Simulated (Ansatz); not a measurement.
# NiO2 monolayer (1T): from the cell to its phonons, part 2 of 2

Aim: the vibrations of NiO2 monolayer (1T), their spectra, and whether the structure is stable.

Ansatz 0.2.0; DFT LDA, scalar-relativistic, plane waves, PAW.

So far. Step 4 (Tight relaxation): The largest force component left is 0.12 meV/Å, within the tolerances set. Step 5 (Linear response at the zone centre): Before it was imposed, the acoustic sum rule was missed by 3.2e-4 eV/Å² and the charge sum rule by 9.3e-4 e. Small misses are needed for a sound result but don't prove that mesh and cutoff are converged. The lowest optical mode is real, 514 cm⁻¹.

### 6. The dispersion

Stability and thermal properties need the whole zone. Linear response on a 6×6×1 q mesh gives force constants as far as a supercell of that size would, and the tensors from the zone-centre run are typed in so that the long-range dipole term is interpolated apart.

The input, input.yaml:

```yaml
crystal:
  lattice:
    - [2.7563220846, 0.0, 0.0]
    - [-1.3781610423, 2.3870449463, 0.0]
    - [0.0, 0.0, 28.308]
  atoms:
    - { symbol: Ni, position: [0.0, 0.0, 0.3532570298] }
    - { symbol: O, position: [0.3333333333, 0.6666666667, 0.385796748] }
    - { symbol: O, position: [0.6666666667, 0.3333333333, 0.3207173116] }
  periodic: [true, true, false]
kpoints:
  mp_grid: { grid: [12, 12, 1] }
hamiltonian:
  xc: lda
scf:
  occupations: { method: fixed }
output:
  eigenvalues: true
phonons:
  method: dfpt
  qmesh: [6, 6, 1]
  temperatures: { t_max: 1000, t_step: 50 }
  qpath:
    path:
      - [0.0, 0.0, 0.0]
      - [0.5, 0.0, 0.0]
      - [0.33333333, 0.33333333, 0.0]
      - [0.0, 0.0, 0.0]
    npoints: 10
  isolated: true
  non_analytic_term:
    high_frequency_dielectric_tensor: [[3.1611, 0.0, 0.0], [0.0, 3.1611, 0.0], [0.0, 0.0, 1.1069]]
    born_effective_charges:
      - { species: Ni, tensor: [[3.6294, 0.0, 0.0], [0.0, 3.6294, 0.0], [0.0, 0.0, 0.191]] }
      - { species: O, tensor: [[-1.8147, 0.0, 0.0], [0.0, -1.8147, 0.0], [0.0, 0.0, -0.0955]] }
      - { species: O, tensor: [[-1.8147, 0.0, 0.0], [0.0, -1.8147, 0.0], [0.0, 0.0, -0.0955]] }
    source: "zone-centre run at this cell"
```

On the command line:

```
> ansatz run input.yaml --threads 8 --pin off --max-ram 14336MiB --backend cpu --events-out ev --progress --plain --runs-dir out
```

Numbers of over 12 decimals in the logs are rounded to 6 here.

What it wrote:

```text
Warning: phonons: the dynamical matrix that this run interpolates holds no multipole term above the dipole-dipole one, and a site of this crystal is no centre of inversion, so its interpolated transverse optical and acoustic branches and sound speeds can stay off near Gamma, and the density of states and the thermodynamics with them. What a run solves at a wave vector of phonons.qpoints, Gamma apart, where the deck admits one, is free of this, and under fd what a larger phonons.supercell samples
[...]
Crystal: 3 atoms, lattice volume = 186.251 Å³
Basis set: ecut = 420 eV, 3641 PW (Γ), exchange–correlation on 40×40×384 points (8 copies of the dense FFT grid, shifted against one another)
Bands: 19, of which v1, the nominal top of the filled ones, is band 15 counted from 1 (14 counted from 0)
Symmetry: 12 space group operations
k-points: 19 of 144 (irreducible under 6 space group operations, time reversal used)
[...]
SCF iter   1: F=—  HF=-6880.989419 eV  |F-HF|=—  |Δ(HF+E_count)|=         —  Δρ=7.05e-3  dr2=5.92e-2  ethr=1.77e-3  ⟨swp⟩=6.4  Hψ=1953  notcnv=0  defer=38
[...]
SCF iter  11: F=-6880.968467 eV  HF=-6880.968467 eV  |F-HF|=3.55e-11  |Δ(HF+E_count)|=  4.82e-11  Δρ=7.96e-8  dr2=4.66e-12  ethr=1.00e-12  ⟨swp⟩=22.6  Hψ=3623  notcnv=0
SCF 1 converged in 11 iterations: F = -6880.968467 eV  dr2 = 4.66e-12
[...]
NSCF: frozen V_eff on 19 k-points
[...]
DFPT response loops at q = (0, 0, 0) (fractional): preconditioner auto → none (the input reference at scf.mixing.eps_inf says where Resta's filter doesn't serve); β = 0.50; Broyden in place of MSR1
[...]
SCF converged after 11 iterations
Free energy (F): -6880.968467 eV
[...]
Internal energy: -6880.968467 eV  (E = F + TS)
E sigma→0 (E₀):  -6880.968467 eV
Fermi energy:    -8.294716 eV
[...]
--- Band table (eV; the first three rows and the last of 19) ---
  k-point 0: bands = [... 11 lower, -9.7573, -9.3648, -9.3648, -8.3490, -5.7925, -5.7925, -0.8039, -0.3347]
  k-point 1: bands = [... 11 lower, -9.5931, -9.4542, -9.2007, -8.2988, -6.0436, -5.8542, -0.5747, -0.1624]
  k-point 2: bands = [... 11 lower, -9.6395, -9.1614, -9.0011, -8.3174, -6.6160, -5.9806, 0.0494, 0.3435]
  k-point 18: bands = [... 11 lower, -11.2245, -10.0760, -8.9435, -8.9435, -6.6271, -6.6271, 6.2412, 6.4797]
--- Phonons (Γ-DFPT): 6 representative perturbations + reference (Σ response iterations 30) ---
  ASR residual: 1.075e-4 → 0.000e0 eV/Å²; symmetrization residual: 3.093e-6 eV/Å²
[...]
ASR residual per site (eV/Å²): 1.08e-4 3.16e-5 3.03e-5
  Γ frequencies (cm⁻¹): 0.00 0.00 0.00 513.81 513.81 588.64 601.01 601.01 674.62
--- Phonons (arbitrary-q DFPT): 7 irreducible q on the 6×6×1 mesh ---
  q = [0.0000, 0.0000, 0.0000] (star 1, of the zone-centre solve; hermiticity 1.78e-7, symmetrization 6.45e-13, taken by the last average 4.55e-8): -0.00 0.00 0.00 513.81 513.81 588.64 601.01 601.01 674.62
  q = [0.0000, 0.1667, 0.0000] (star 6, 9 solved perturbations on 78 of 144 k-point pairs; hermiticity 1.35e-7, symmetrization 6.99e-12, taken by the last average 4.63e-8): 52.56 120.90 191.25 526.50 539.90 591.87 595.89 632.42 661.38
[...]
q = [0.1667, 0.1667, 0.0000] (star 6, 6 solved perturbations in 666 linear systems a pass and spin channel, the states on 144 of 144 k-point pairs; hermiticity 2.29e-7, symmetrization 7.07e-11, taken by the last average 1.34e-8): 127.05 221.94 311.75 547.54 548.76 574.05 605.99 612.90 642.88
[...]
sum rule: each row above includes the acoustic sum rule's correction from the zone centre's row sums; it moved no ω² by more than (0.73 cm⁻¹)²
  mesh force constants: q→R imaginary residual 1.31e-18; ASR residual 1.075e-4 → 0.000e0 eV/Å²; symmetrization residual 2.132e-14 eV/Å²
  interpolated dispersion: 31 rows × 9 modes
  density of states and harmonic sums: on the 30×30×1 q-mesh, interpolated from the force constants of a 6×6×1 supercell (with the dipole–dipole term of supplied tensors)
  largest difference from the sums on the solved wave vectors: F 2.52e-2 eV, S 3.21e-5 and C_V 6.87e-6 eV/K
  zero-point energy: 0.263713 eV/cell   skipped modes (ω ≤ 0): 3   left out of the sums: 3.70e-4 of the cell's modes: C_V's classical limit lies that fraction below 3 k_B per atom; for a crystal, a wire or a layer, F and S can be off by more, and a phonons.interpolated_qmesh denser along its periods is the remedy for the sampling
```

Run time: 3 min. Hardware: 8 threads of Arm Neoverse V2, shared host; peak memory 1.4 GiB.

This step gave:

| Item | Value |
| --- | --- |
| sum-rule residual before enforcement | 1.08e-4 eV/Å² |
| lowest frequency on the path | 0 cm⁻¹ |
| highest frequency on the path or at a solved wavevector | 674.6 cm⁻¹ |
| mean frequency | 472.8 cm⁻¹ |
| lowest mode on the q mesh (acoustic modes at Γ apart) | 52.56 cm⁻¹ |
| zero-point energy per atom | 87.9 meV |
| heat capacity at 300 K | 16.26 J/(mol atoms K) |
| vibrational entropy at 300 K | 12.68 J/(mol atoms K) |

Frequencies (cm⁻¹) solved at each irreducible wavevector; negative means imaginary. Frequencies by wavevector, by row:

```csv
q in reciprocal lattice units,star,mode 1,mode 2,mode 3,mode 4,mode 5,mode 6,mode 7,mode 8,mode 9
0 0 0,1,0,0,0,513.8,513.8,588.6,601,601,674.6
0 0.1667 0,6,52.6,120.9,191.2,526.5,539.9,591.9,595.9,632.4,661.4
0 0.3333 0,6,166.6,239.6,358.5,521.4,537.4,585.3,585.5,615,654.3
0 -0.5 0,3,242.5,308.9,457.2,469.4,484.3,594.4,599.7,604.8,648.9
0.1667 0.1667 0,6,127,221.9,311.8,547.5,548.8,574,606,612.9,642.9
0.1667 0.3333 0,12,218.9,328.1,423.9,498.5,520.8,584.2,605.6,616.1,627.9
0.3333 0.3333 0,2,241.9,413.6,413.6,513.5,513.5,557.4,616,616,617.7
```

Interpolated from a 6×6×1 q mesh, with the LO-TO term (at Γ the limit along the path; where Γ stands inside the path, tables give the limit on arrival). The phonon branches at the labelled points (cm⁻¹):

```
  point  branch 1  branch 2  branch 3  branch 4  branch 5  branch 6  branch 7  branch 8  branch 9
      Γ         0         0         0       514       514       589       601       601       675
halfway       106       181       279       534       556       583       588       613       662
      M       242       309       457       469       484       594       600       605       649
halfway       238       346       454       477       508       587       605       617       626
      K       242       414       414       514       514       557       616       616       618
halfway       127       222       312       548       549       574       606       613       643
      Γ         0         0         0       514       514       589       601       601       675
```

The phonon branches as a text plot (rows in cm⁻¹):

```
    661 |**********************                       ***********
    632 |     ****             **********  ****************
    604 |********************************************************
    576 |***    ********           *****     ************    ****
    548 |     ********                  *******************
    520 |***************           **********  *****     ********
    492 |               *********** ****   ****
    464 |                   ********
    436 |                 **        *****  **
    408 |               **              ***  *****
    379 |             **             ***   **
    351 |                          **        **   **
    323 |           **        *****            ***  **
    295 |                 ****
    267 |         **    **                        **  ***
    239 |       **    **  *******************
    211 |           **  **                   *****  **   **
    183 |     **  **  **                              ***
    155 |       **  **                            **
    126 |   **                                      **   ****
     98 |     **  **                                  ***  **
     70 | ****  **                                           ***
     42 | **  **                                         **  ***
     14 |*****                                             ******
         Γ                   M           K                      Γ
```

Tetrahedra on a 30×30×1 mesh, mean over bins of 10 cm-1. Interpolated from a 6×6×1 q mesh. The phonon density of states by wavenumber; read off at these points:

```csv
wavenumber (cm⁻¹),phonon density of states (1/cm⁻¹/cell)
5,0.00171
25,0.00236
55,0.00326
75,0.00382
95,0.00438
125,0.00528
145,0.00599
165,0.00679
185,0.00784
215,0.0107
235,0.0232
255,0.00505
285,0.00629
305,0.00948
325,0.00728
355,0.00609
375,0.00575
395,0.00559
425,0.0103
445,0.00714
465,7.4e-4
495,0.0208
515,0.0249
535,0.0372
555,0.0169
585,0.0418
595,0.0733
605,0.052
615,0.0793
625,0.0260
645,0.0333
655,0.0261
675,9.7e-4
```

The partial phonon density of states has structure finer than the step of the table below, so its rows give means over 25 cm⁻¹, whole bins alone (the curve runs from -10 to 705 cm⁻¹). Peaks (cm⁻¹: height): Ni 192.3: 0.00667, 237.3: 0.0131, 286.7: 0.00698, 313.7: 0.008, 349.7: 0.00537, 430.6: 0.00686, 592.5: 0.0128; O 534.0: 0.0336, 610.4: 0.0657.

Phonopy on the run's constants, 21x21x1 mesh, Gaussian sigma 5.1 cm-1. Interpolated from a 6×6×1 q mesh. Table of partial phonon density of states by wavenumber; means over each step; values in 1/cm⁻¹/cell:

```
wavenumber (cm⁻¹)       Ni        O
               25  0.00145   8.3e-4
               50  0.00202  0.00117
               75  0.00213  0.00126
              100  0.00309  0.00180
              125  0.00328  0.00193
              150  0.00415  0.00240
              175  0.00420  0.00236
              200  0.00591  0.00317
              225  0.00994  0.00480
              250  0.00631  0.00301
              275  0.00380  0.00190
              300  0.00520  0.00225
              325  0.00542  0.00234
              350  0.00458  0.00208
              375  0.00389  0.00186
              400  0.00354  0.00189
              425  0.00544  0.00290
              450  0.00342  0.00288
              475  0.00185  0.00516
              500  0.00167   0.0187
              525  0.00170   0.0301
              550  0.00137   0.0207
              575  0.00723   0.0199
              600   0.0109   0.0530
              625  0.00776   0.0329
              650  0.00743   0.0153
              675  0.00158  0.00292
```

Harmonic thermodynamic functions per atom, from the density of states. Interpolated from a 6×6×1 q mesh. Thermodynamic functions, by row:

```
T (K)  F_vib (meV/atom)  S (J/mol-atom/K)  C_V (J/mol-atom/K)
    0              87.9                 0                   0
  100             86.88             2.453               3.752
  200             82.03             7.171               10.82
  300             71.75             12.68               16.26
  400             55.89             17.82               19.34
  500             35.02             22.35               21.11
  600              9.76              26.3               22.17
  700            -19.33             29.77               22.86
  800            -51.81             32.85               23.32
  900            -87.32             35.62               23.64
 1000            -125.6             38.12               23.88
```

Symmetry leaves 7 wavevectors to solve. The lowest mode among them, the acoustic zeros apart, lies at q = (0, 0.167, 0) and is real, 52.6 cm⁻¹.

### 7. Isotope substitution, element Ni, natural mass 58.6934 amu

An isotope changes the mass and not the force constants, so no new electronic calculation is needed; the shifts show which modes move this element.

The same force constants with the mass of Ni changed from 58.693 to 63.928 u (phonopy, no LO-TO term). Both lists are sorted by frequency; levels can cross, so a row need not hold one and the same mode. Modes under 3 cm⁻¹ are left out. Isotope shifts, by row:

```csv
q,rank,natural mass (cm⁻¹),changed mass (cm⁻¹)
0 0 0,4,513.8,513.8
0 0 0,5,513.8,513.8
0 0 0,6,588.6,588.6
0 0 0,7,601,592.3
0 0 0,8,601,592.3
0 0 0,9,674.6,664.8
0 0.1667 0,1,52.56,51.15
0 0.1667 0,2,120.9,117.6
0 0.1667 0,3,191.2,186
0 0.1667 0,4,526.5,526.5
0 0.1667 0,5,539.9,539.5
0 0.1667 0,6,591.9,583.2
0 0.1667 0,7,595.9,595.3
0 0.1667 0,8,632.4,623.4
0 0.1667 0,9,661.4,651.8
0 0.3333 0,1,166.6,162
0 0.3333 0,2,239.6,232.8
0 0.3333 0,3,358.5,349
0 0.3333 0,4,521.4,520.3
0 0.3333 0,5,537.4,532.7
0 0.3333 0,6,585.3,578.8
0 0.3333 0,7,585.5,580.8
0 0.3333 0,8,615,614.7
0 0.3333 0,9,654.3,645.3
0 -0.5 0,1,242.5,234.9
0 -0.5 0,2,308.9,298.8
0 -0.5 0,3,457.2,452.6
0 -0.5 0,4,469.4,457.2
0 -0.5 0,5,484.3,484.3
0 -0.5 0,6,594.4,588.8
0 -0.5 0,7,599.7,595.8
0 -0.5 0,8,604.8,604.8
0 -0.5 0,9,648.9,641.9
```

A mode of this element alone would shift by -4.18 %. The highest zone-centre frequency without the field goes from 674.6 to 664.8 cm⁻¹ (-1.5 %). The product of the frequency ratios over all optical modes at Γ is 0.957; the product rule, (m/m′)^(3k/2) (M′/M)^(3/2) with k = 1 such atoms and M the mass of the cell, gives 0.957.

### 8. Isotope substitution, element O, natural mass 15.999 amu

The same for O, from 16.00 to 18.00 u.

A mode of this element alone would shift by -5.72 %. The highest zone-centre frequency without the field goes from 674.6 to 649.9 cm⁻¹ (-3.7 %). The product of the frequency ratios over all optical modes at Γ is 0.749; the product rule, (m/m′)^(3k/2) (M′/M)^(3/2) with k = 2 such atoms and M the mass of the cell, gives 0.749.

### 9. Summary of results

- space group after relaxation (within 0.01 Å): P-3m1
- area per atom: 2.19 Å²
- gap on the k-mesh: 1.29 eV
- highest optical mode at the zone centre (no LO-TO term): 675 cm⁻¹
- lowest optical zone-centre mode: 514 cm⁻¹
- largest Born charge (third of the trace): 2.48 e
- lowest mode on the q mesh (acoustic modes at Γ apart): 52.6 cm⁻¹
- highest frequency on the path or at a solved wavevector: 675 cm⁻¹
- zero-point energy per atom: 87.9 meV
- heat capacity at 300 K: 16.3 J/(mol atoms K)
- vibrational entropy at 300 K: 12.7 J/(mol atoms K)
- imaginary modes on the 6×6×1 q mesh: none

**Reading.** The structure is a minimum as far as tested: no mode is imaginary at the 7 irreducible wavevectors of the 6×6×1 mesh, and the softest away from the acoustic zeros lies at 53 cm⁻¹. Without the field, the optical modes at Γ span 514 to 675 cm⁻¹. The highest mode in this list at Γ, 674.6 cm⁻¹, has its largest share on O (65 % of the kinetic energy). The strongest infrared line is at 601 cm⁻¹. Averaged over orientations, the strongest Raman line at 532 nm and 300 K is at 514 cm⁻¹. The tensors are the static, non-resonant ones, while 532 nm light (2.33 eV) lies above the computed gap. In a sheet or slab the interpolated bending branch near Γ is rough, since the rotational sum rule isn't imposed. Dielectric tensors refer to the cell with its vacuum. The starting cell was built on a prototype and not taken from a measurement. These are harmonic frequencies at zero temperature: anharmonic shifts, linewidths and thermal expansion are left out.

[Logs are printed without paths, hosts, clocks, repeated set-up lines and the standing remarks that a program may print on its own settings, such as how far it seeks lower states.]

[Hosts, paths, dates, database ids (printed as entryN), source tags and the programs' standing remarks are cut or masked in the printed files.]
